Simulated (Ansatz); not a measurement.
# CoSi2 (Fm-3m): zone-centre modes under pressure, part 2 of 2

Aim: how do the optical modes of CoSi2 (Fm-3m) move with volume?

Ansatz 0.2.0; DFT PBEsol, scalar-relativistic, plane waves, PAW; PAW set soft_1.

So far. Step 3 (Tight relaxation): The forces vanish by symmetry and the pressure is 0.000 GPa, within the tolerances set. The cell now holds 12.49 Å³/atom.

The database entry behind the starting cell differs from later determinations by our own check (0.1 to 0.3 % short, probably kX units), so it need not match the best structure at ambient conditions.

### Step 4. Zone-centre response at rest

Phonons follow from the second derivative of the energy, found here by linear response.

The modes at rest are the reference of the series.

File input.yaml:

```yaml
crystal:
  lattice:
    - [0.0, 2.6562750239, 2.6562750239]
    - [2.6562750239, 0.0, 2.6562750239]
    - [2.6562750239, 2.6562750239, 0.0]
  atoms:
    - { symbol: Si, position: [0.25, 0.25, 0.25] }
    - { symbol: Si, position: [0.75, 0.75, 0.75] }
    - { symbol: Co, position: [0.0, 0.0, 0.0] }
kpoints:
  mp_grid: { grid: [16, 16, 16] }
hamiltonian:
  xc: pbesol
  pseudopotentials: { kind: paw, azcp: { folder: soft_1 }, xc_functional: pbe }
scf:
  occupations: { method: methfessel_paxton, width: 0.2 }
output:
  eigenvalues: true
phonons:
  method: dfpt
```

The run is started by

```sh
$ ansatz run input.yaml --threads 4 --pin off --max-ram 10240MiB --backend cpu --events-out ev --progress --plain --runs-dir out
```

Numbers of over 12 decimals in the logs are rounded to 6 here.

The log of the run:

```text
zone centre: on kpoints.mp_grid the ground state, and the responses unless they are solved on pairs of k-points, stand on 349 of the mesh's 4096 k-points, reduced under 8 symmetry operations, with k and −k counted as one. Each operation leaves every solved displacement unchanged or reverses it
[...]
Crystal: 3 atoms, lattice volume = 37.484 Å³
Basis set: ecut = 420 eV, 725 PW (Γ), exchange–correlation on 54×54×54 points (8 copies of the dense FFT grid, shifted against one another)
Bands: 17, of which v1, the nominal top of the filled ones, is band 13 counted from 1 (12 counted from 0)
Symmetry: 48 space group operations
k-points: 349 of 4096 (irreducible under 8 space group operations, time reversal used)
[...]
SCF iter   1: F=—  HF=-6338.951559 eV  |F-HF|=—  |Δ(HF+E_count)|=         —  Δρ=1.38e-1  dr2=7.97e0  ethr=3.10e-3  ⟨swp⟩=5.1  Hψ=30141  notcnv=0
[...]
SCF iter  10: F=-6337.721802 eV  HF=-6337.721802 eV  |F-HF|=2.73e-12  |Δ(HF+E_count)|=  9.82e-11  S|Δr|=    0.00e0  Δρ=1.84e-7  dr2=6.20e-12  ethr=1.00e-12  ⟨swp⟩=5.8  Hψ=32306  notcnv=0
SCF 1 converged in 10 iterations: F = -6337.721802 eV  dr2 = 6.20e-12
[...]
DFPT response loops at Γ: preconditioner auto → Kerker (q_TF=auto, 2.550 Å⁻¹) (partly filled bands, converged f_vac=0.000); β = 1.00, the filter's whole step (`scf.mixing.beta` (0.50) is not read by the response loops under this deck's `scf.mixing.preconditioner`; to damp them name `kerker` or `kerker_dos`, under which they read `scf.mixing.beta`, and type it under 1.00, their step now; both keys bind the ground state too); Broyden in place of MSR1
SCF converged after 10 iterations
[...]
Free energy (F): -6337.721802 eV
[...]
Internal energy: -6337.722592 eV  (E = F + TS)
E sigma→0 (E₀):  -6337.721999 eV
Entropy (-TS):   0.000790 eV (0.263 meV/atom)
Fermi energy:    13.149055 eV
[...]
--- Band table (eV; the first three rows and the last of 349) ---
  k-point 0: bands = [... 9 lower, 11.1818, 14.1845, 16.5918, 16.5918, 16.5918, 16.7103, 16.7103, 16.7103]
  k-point 1: bands = [... 9 lower, 11.1625, 14.2303, 15.5222, 16.0738, 16.0738, 17.2576, 17.2576, 17.8328]
  k-point 2: bands = [... 9 lower, 11.1135, 13.9190, 15.0012, 15.5197, 15.5197, 17.7116, 17.7116, 18.4571]
  k-point 348: bands = [... 9 lower, 10.7892, 11.1326, 11.6582, 12.4727, 16.9269, 16.9269, 18.9635, 19.8477]
--- Phonons (Γ-DFPT): 2 representative perturbations + reference, on 349 of 4096 k-points (Σ response iterations 6) ---
  k mesh reduced under 8 symmetry operations, with k and −k counted as one. Each operation leaves every solved displacement unchanged or reverses it
  ASR residual: 2.900e-5 → 0.000e0 eV/Å²; symmetrization residual: 4.903e-7 eV/Å²
  ASR residual per site (eV/Å²): 2.90e-5 2.90e-5 3.29e-6
  Γ frequencies (cm⁻¹): 0.00 0.00 0.00 342.06 342.06 342.06 343.22 343.22 343.22
  non-analytic LO–TO correction: not included (Born effective charges unavailable; polar crystals: no LO–TO splitting at Γ)
```

Run time: 11 s. Hardware: 4 threads of Intel Xeon Platinum 8559C (Emerald Rapids), shared host; peak memory 0.97 GiB; 38 s of CPU time.

Reading the cycles: dr2 is the Hartree energy of the density residual (eV), the measure of convergence; HF is the Harris–Foulkes estimate of the energy, which meets the free energy F at convergence.

Numbers from this step:

```
sum-rule residual before enforcement                    : 2.90e-5 eV/Å²
point group                                             : m-3m
highest optical mode at the zone centre (no LO-TO term) : 343.2 cm⁻¹
lowest optical zone-centre mode                         : 342.1 cm⁻¹
```

Patterns of degenerate modes are one choice out of their space. The modes at Γ (shares of kinetic energy by element, %):

```csv
mode,frequency (cm⁻¹),symmetry,Si %,Co %
1,0.0,acoustic,49,51
2,0.0,acoustic,49,51
3,0.0,acoustic,49,51
4,342.1,T2g,100,0
5,342.1,T2g,100,0
6,342.1,T2g,100,0
7,343.2,T1u,51,49
8,343.2,T1u,51,49
9,343.2,T1u,51,49
```

Displacements in mode 5 (342.1 cm⁻¹), the largest set to 1:
```
Si1 -0.24 -0.30  1.00
Si2  0.24  0.30 -1.00
Co3  0.00  0.00  0.00
```

Displacements in mode 9 (343.2 cm⁻¹), the largest set to 1:
```
Si1 -1.00 -0.05  0.45
Si2 -1.00 -0.05  0.45
Co3  0.95  0.05 -0.43
```

Before it was imposed, the acoustic sum rule was missed by 2.9e-5 eV/Å². Small misses are needed for a sound result but don't prove that mesh and cutoff are converged. The lowest optical mode is real, 342 cm⁻¹.

### Step 5. Ground state of a member: 1.06 times the volume at rest

The cell is set to 1.06 times the volume at rest; symmetry leaves nothing else free, so this is a single point.

input.yaml, the sections that differ from step 4:

```yaml
crystal:
  lattice:
    - [0.0, 2.7083720742, 2.7083720742]
    - [2.7083720742, 0.0, 2.7083720742]
    - [2.7083720742, 2.7083720742, 0.0]
  atoms:
    - { symbol: Si, position: [0.25, 0.25, 0.25] }
    - { symbol: Si, position: [0.75, 0.75, 0.75] }
    - { symbol: Co, position: [0.0, 0.0, 0.0] }
output:
  forces: true
  stress: true
  eigenvalues: true
# kpoints, hamiltonian, scf: as in step 4
# phonons: removed
```

The log of the run:

```text
[...]
Crystal: 3 atoms, lattice volume = 39.733 Å³
Basis set: ecut = 420 eV, 749 PW (Γ), exchange–correlation on 54×54×54 points (8 copies of the dense FFT grid, shifted against one another)
Bands: 17, of which v1, the nominal top of the filled ones, is band 13 counted from 1 (12 counted from 0)
Symmetry: 48 space group operations
[...]
k-points: 145 of 4096
[...]
SCF iter   1: F=—  HF=-6338.960850 eV  |F-HF|=—  |Δ(HF+E_count)|=         —  Δρ=1.44e-1  dr2=9.12e0  ethr=3.10e-3  ⟨swp⟩=5.2  Hψ=12446  notcnv=0
[...]
SCF iter   9: F=-6337.648163 eV  HF=-6337.648163 eV  |F-HF|=2.36e-9  |Δ(HF+E_count)|=   5.89e-8  S|Δr|=    0.00e0  Δρ=3.12e-6  dr2=3.52e-9  ethr=4.00e-10  ⟨swp⟩=6.2  Hψ=11333  notcnv=0
SCF 1 converged in 9 iterations: F = -6337.648163 eV  dr2 = 3.52e-9
[...]
SCF converged after 9 iterations
[...]
Free energy (F): -6337.648163 eV
[...]
Internal energy: -6337.649205 eV  (E = F + TS)
E sigma→0 (E₀):  -6337.648423 eV
Entropy (-TS):   0.001042 eV (0.347 meV/atom)
Fermi energy:    12.212271 eV
[...]
--- Stress (GPa, compression-positive) ---
       -9.941195       0.000000      -0.000000
       -0.000000      -9.941195      -0.000000
       -0.000000       0.000000      -9.941195
  P = ⅓ Tr σ = -9.9412 GPa (-99.412 kbar)
--- Band table (eV; the first three rows and the last of 145) ---
  k-point 0: bands = [... 9 lower, 10.4359, 12.6784, 15.5422, 15.5422, 15.5422, 15.6313, 15.6313, 15.6313]
  k-point 1: bands = [... 9 lower, 10.4179, 12.7649, 14.4931, 15.0299, 15.0299, 16.1564, 16.1564, 16.7016]
  k-point 2: bands = [... 9 lower, 10.3717, 12.7564, 13.7594, 14.4914, 14.4914, 16.5305, 16.5305, 17.3086]
  k-point 144: bands = [... 9 lower, 10.0157, 10.3529, 10.8602, 11.5974, 15.7278, 15.7278, 17.9613, 18.7044]
```

Elapsed: 1 s, on 4 threads; peak memory 0.45 GiB; 3.4 s of CPU time.

This step gave:

* pressure: -9.941 GPa
* volume per atom: 13.24 Å³

The forces vanish by symmetry, at a pressure of -9.94 GPa.

### Step 6. Zone-centre modes of the member: 1.06 times the volume at rest

The zone-centre modes follow for 1.06 times the volume at rest.

Edit input.yaml of step 5 so:

```diff
@@ -17,4 +17,4 @@
 output:
-  forces: true
-  stress: true
   eigenvalues: true
+phonons:
+  method: dfpt
```

The log of the run:

```text
[...]
Crystal: 3 atoms, lattice volume = 39.733 Å³
Basis set: ecut = 420 eV, 749 PW (Γ), exchange–correlation on 54×54×54 points (8 copies of the dense FFT grid, shifted against one another)
Bands: 17, of which v1, the nominal top of the filled ones, is band 13 counted from 1 (12 counted from 0)
Symmetry: 48 space group operations
k-points: 349 of 4096 (irreducible under 8 space group operations, time reversal used)
[...]
SCF iter   1: F=—  HF=-6338.960833 eV  |F-HF|=—  |Δ(HF+E_count)|=         —  Δρ=1.44e-1  dr2=9.12e0  ethr=3.10e-3  ⟨swp⟩=5.2  Hψ=30042  notcnv=0
[...]
SCF iter  10: F=-6337.648163 eV  HF=-6337.648163 eV  |F-HF|=5.46e-12  |Δ(HF+E_count)|=  1.62e-10  S|Δr|=    0.00e0  Δρ=1.69e-7  dr2=4.84e-12  ethr=1.00e-12  ⟨swp⟩=5.9  Hψ=32751  notcnv=0
SCF 1 converged in 10 iterations: F = -6337.648163 eV  dr2 = 4.84e-12
[...]
SCF converged after 10 iterations
[...]
Free energy (F): -6337.648163 eV
[...]
Internal energy: -6337.649205 eV  (E = F + TS)
E sigma→0 (E₀):  -6337.648423 eV
Entropy (-TS):   0.001042 eV (0.347 meV/atom)
Fermi energy:    12.212293 eV
[...]
--- Band table (eV; the first three rows and the last of 349) ---
  k-point 0: bands = [... 9 lower, 10.4359, 12.6784, 15.5422, 15.5422, 15.5422, 15.6314, 15.6314, 15.6314]
  k-point 1: bands = [... 9 lower, 10.4179, 12.7649, 14.4931, 15.0299, 15.0299, 16.1564, 16.1564, 16.7017]
  k-point 2: bands = [... 9 lower, 10.3717, 12.7565, 13.7594, 14.4914, 14.4914, 16.5305, 16.5305, 17.3086]
  k-point 348: bands = [... 9 lower, 10.0157, 10.3530, 10.8602, 11.5974, 15.7278, 15.7278, 17.9613, 18.7044]
[...]
ASR residual: 2.694e-5 → 0.000e0 eV/Å²; symmetrization residual: 6.504e-7 eV/Å²
  ASR residual per site (eV/Å²): 1.69e-5 1.69e-5 2.69e-5
  Γ frequencies (cm⁻¹): 0.00 0.00 0.00 302.95 302.95 302.95 304.20 304.20 304.20
[...]
```

It took 11 s on 4 threads; peak memory 1 GiB; 40 s of CPU time.

Numbers from this step:

* sum-rule residual before enforcement: 2.69e-5 eV/Å²
* highest optical mode at the zone centre (no LO-TO term): 304.2 cm⁻¹
* lowest optical zone-centre mode: 302.9 cm⁻¹

Patterns of degenerate modes are one choice out of their space. The modes at Γ (shares of kinetic energy by element, %):

| mode | frequency (cm⁻¹) | symmetry | Si % | Co % |
| --- | --- | --- | --- | --- |
| 1 | 0.0 | acoustic | 49 | 51 |
| 2 | 0.0 | acoustic | 49 | 51 |
| 3 | 0.0 | acoustic | 49 | 51 |
| 4 | 302.9 | T2g | 100 | 0 |
| 5 | 302.9 | T2g | 100 | 0 |
| 6 | 302.9 | T2g | 100 | 0 |
| 7 | 304.2 | T1u | 51 | 49 |
| 8 | 304.2 | T1u | 51 | 49 |
| 9 | 304.2 | T1u | 51 | 49 |

The lowest optical mode is real, 303 cm⁻¹, and the highest lies at 304.2 cm⁻¹.

Between step 4 and this run (volume ratio 1.06) the value for the highest optical mode at the zone centre (no LO-TO term) moves from 343 cm⁻¹ to 304 cm⁻¹ (-11 %).

### Step 7. Ground state of a member: 0.9 times the volume at rest

The cell is set to 0.9 times the volume at rest; symmetry leaves nothing else free, so this is a single point.

input.yaml, the sections that differ from step 6:

```yaml
crystal:
  lattice:
    - [0.0, 2.5646053381, 2.5646053381]
    - [2.5646053381, 0.0, 2.5646053381]
    - [2.5646053381, 2.5646053381, 0.0]
  atoms:
    - { symbol: Si, position: [0.25, 0.25, 0.25] }
    - { symbol: Si, position: [0.75, 0.75, 0.75] }
    - { symbol: Co, position: [0.0, 0.0, 0.0] }
output:
  forces: true
  stress: true
  eigenvalues: true
# kpoints, hamiltonian, scf: as in step 6
# phonons: removed
```

The log of the run:

```text
[...]
Crystal: 3 atoms, lattice volume = 33.736 Å³
Basis set: ecut = 420 eV, 645 PW (Γ), exchange–correlation on 50×50×50 points (8 copies of the dense FFT grid, shifted against one another)
Bands: 17, of which v1, the nominal top of the filled ones, is band 13 counted from 1 (12 counted from 0)
Symmetry: 48 space group operations
[...]
k-points: 145 of 4096
[...]
--- Band table (eV; the first three rows and the last of 145) ---
  k-point 0: bands = [... 9 lower, 12.6053, 17.1327, 18.4276, 18.4276, 18.4276, 18.9816, 18.9816, 18.9816]
  k-point 1: bands = [... 9 lower, 12.5837, 16.9879, 17.5976, 18.0456, 18.0456, 19.4157, 19.4157, 20.0208]
  k-point 2: bands = [... 9 lower, 12.5295, 15.9416, 17.4947, 17.4947, 17.6528, 19.9999, 19.9999, 20.5045]
  k-point 144: bands = [... 9 lower, 12.2846, 12.6305, 13.1910, 14.1675, 19.2339, 19.2339, 20.9113, 22.0507]
[key lines of the parts left out:]
SCF converged after 9 iterations
Free energy (F): -6337.446381 eV
Fermi energy:    14.967928 eV
P = ⅓ Tr σ = 25.8836 GPa (258.836 kbar)
```

The job ended after 1 s (4 threads; peak memory 0.44 GiB; 3.4 s of CPU time).

Numbers from this step:

```yaml
pressure: 25.88 GPa
volume_per_atom: 11.25 Å³
```

The forces vanish by symmetry, at a pressure of 25.88 GPa.

### Step 8. Zone-centre modes of the member: 0.9 times the volume at rest

The zone-centre modes follow for 0.9 times the volume at rest.

Edit input.yaml of step 7 so:

```diff
@@ -17,4 +17,4 @@
 output:
-  forces: true
-  stress: true
   eigenvalues: true
+phonons:
+  method: dfpt
```

The log of the run:

```text
[...]
Crystal: 3 atoms, lattice volume = 33.736 Å³
Basis set: ecut = 420 eV, 645 PW (Γ), exchange–correlation on 50×50×50 points (8 copies of the dense FFT grid, shifted against one another)
Bands: 17, of which v1, the nominal top of the filled ones, is band 13 counted from 1 (12 counted from 0)
Symmetry: 48 space group operations
k-points: 349 of 4096 (irreducible under 8 space group operations, time reversal used)
[...]
k-point 2: bands = [... 9 lower, 12.5295, 15.9416, 17.4947, 17.4947, 17.6528, 19.9999, 19.9999, 20.5045]
  k-point 348: bands = [... 9 lower, 12.2847, 12.6305, 13.1910, 14.1675, 19.2339, 19.2339, 20.9113, 22.0507]
[...]
ASR residual: 5.493e-5 → 0.000e0 eV/Å²; symmetrization residual: 2.891e-9 eV/Å²
  ASR residual per site (eV/Å²): 5.49e-5 5.49e-5 5.49e-5
  Γ frequencies (cm⁻¹): 0.00 0.00 0.00 415.85 415.85 415.85 416.49 416.49 416.49
[...]
[key lines of the parts left out:]
SCF converged after 10 iterations
Free energy (F): -6337.446381 eV
Fermi energy:    14.967942 eV
```

Elapsed: 9.6 s, on 4 threads; peak memory 0.93 GiB; 34 s of CPU time.

This step gave:

```yaml
sum_rule_residual_before_enforcement: 5.49e-5 eV/Å²
highest_optical_mode_at_the_zone_centre_no_lo_to_term: 416.5 cm⁻¹
lowest_optical_zone_centre_mode: 415.9 cm⁻¹
```

Patterns of degenerate modes are one choice out of their space. The modes at Γ (shares of kinetic energy by element, %):

```csv
mode,frequency (cm⁻¹),symmetry,Si %,Co %
1,0.0,acoustic,49,51
2,0.0,acoustic,49,51
3,0.0,acoustic,49,51
4,415.9,T1u,51,49
5,415.9,T1u,51,49
6,415.9,T1u,51,49
7,416.5,T2g,100,0
8,416.5,T2g,100,0
9,416.5,T2g,100,0
```

The lowest optical mode is real, 416 cm⁻¹, and the highest lies at 416.5 cm⁻¹.

For the highest optical mode at the zone centre (no LO-TO term), step 4 gave 343 cm⁻¹; this run, with volume ratio 0.9, gives 416 cm⁻¹ (+21 %).

### Step 9. All members side by side

The members are set side by side, also those not shown above.

Each row is one cell with its response, relaxed at fixed volume as far as symmetry leaves anything free; energies are extrapolated to zero smearing, and E0 is that at rest; shape and atoms are relaxed in each cell where symmetry leaves them free; all runs use 16×16×16 k points and Methfessel-Paxton smearing of 0.2 eV. State of the crystal along the series:

| volume ratio | V (Å³/atom) | pressure (GPa) | E - E0 (meV/atom) |
| --- | --- | --- | --- |
| 0.9 | 11.24 | 25.88 | 91.82 |
| 0.92 | 11.49 | 19.52 | 56.5 |
| 0.94 | 11.74 | 13.82 | 30.58 |
| 0.96 | 11.99 | 8.703 | 13.09 |
| 0.98 | 12.24 | 4.114 | 3.154 |
| 0.99 | 12.37 | 2.001 | 0.7744 |
| 1 | 12.49 | 9.37e-5 | 0 |
| 1.02 | 12.74 | -3.687 | 2.921 |
| 1.04 | 12.99 | -6.988 | 11.29 |
| 1.06 | 13.24 | -9.941 | 24.52 |

Each mode is tracked from rest by its pattern, and modes that stay within 0.3 cm⁻¹ of each other stand once; shape and atoms are relaxed in each cell where symmetry leaves them free; all runs use 16×16×16 k points and Methfessel-Paxton smearing of 0.2 eV. Optical modes along the series:

```csv
V (Å³/atom),mode 4 (cm⁻¹),mode 7 (cm⁻¹)
11.24,416.5,415.9
11.49,400.5,400.4
11.74,385.1,385.5
11.99,370.3,371
12.24,355.9,356.9
12.37,348.9,350
12.49,342.1,343.2
12.74,328.6,329.9
12.99,315.6,316.9
13.24,302.9,304.2
```

From cubic fits (parabolas where under five rows exist) of ln ω and P against ln V through the rows within about 4 % of rest: γ = −d ln ω / d ln V and dω/dP = γ ω / B. Slopes at rest:

```
  mode  fitted frequency at rest (cm⁻¹)  Grüneisen parameter γ  dω/dP (cm⁻¹/GPa)
mode 4                            342.1                   1.99              3.51
mode 7                            343.2                   1.97              3.47
```

### Step 10. Results

```json
{
 "members": "10",
 "highest optical mode at the zone centre (no LO-TO term), at rest": "343.2 cm⁻¹",
 "bulk modulus at rest": "195 GPa",
 "mode 4, γ": "1.99",
 "mode 7, γ": "1.97"
}
```

**Reading.** The series spans -9.9 to 25.9 GPa, and the slope at rest gives a bulk modulus of 195 GPa. Among the modes in the table of slopes γ runs from 1.97 (mode 7) to 1.99 (mode 4). One k mesh and one cutoff serve the ground states and modes of all volumes. These are harmonic frequencies at zero temperature: anharmonic shifts, linewidths and thermal expansion are left out. With no gap, or one that is small against the smearing, the frequencies hang on the k mesh and the smearing, most of all near Kohn anomalies. The runs are without spin polarisation, although the cell has an odd electron count. The PAW files were made for PBE; the program adapts parts of them to the functional of the run, but their partial waves stay those of PBE, an approximation that was not tested in this session. Only the zone centre was solved, so an instability at another wavevector cannot show here.

[Logs are printed without paths, hosts, clocks, repeated set-up lines and the standing remarks that a program may print on its own settings, such as how far it seeks lower states.]

[Hosts, paths, dates, database ids (printed as entryN), source tags and the programs' standing remarks are cut or masked in the printed files.]
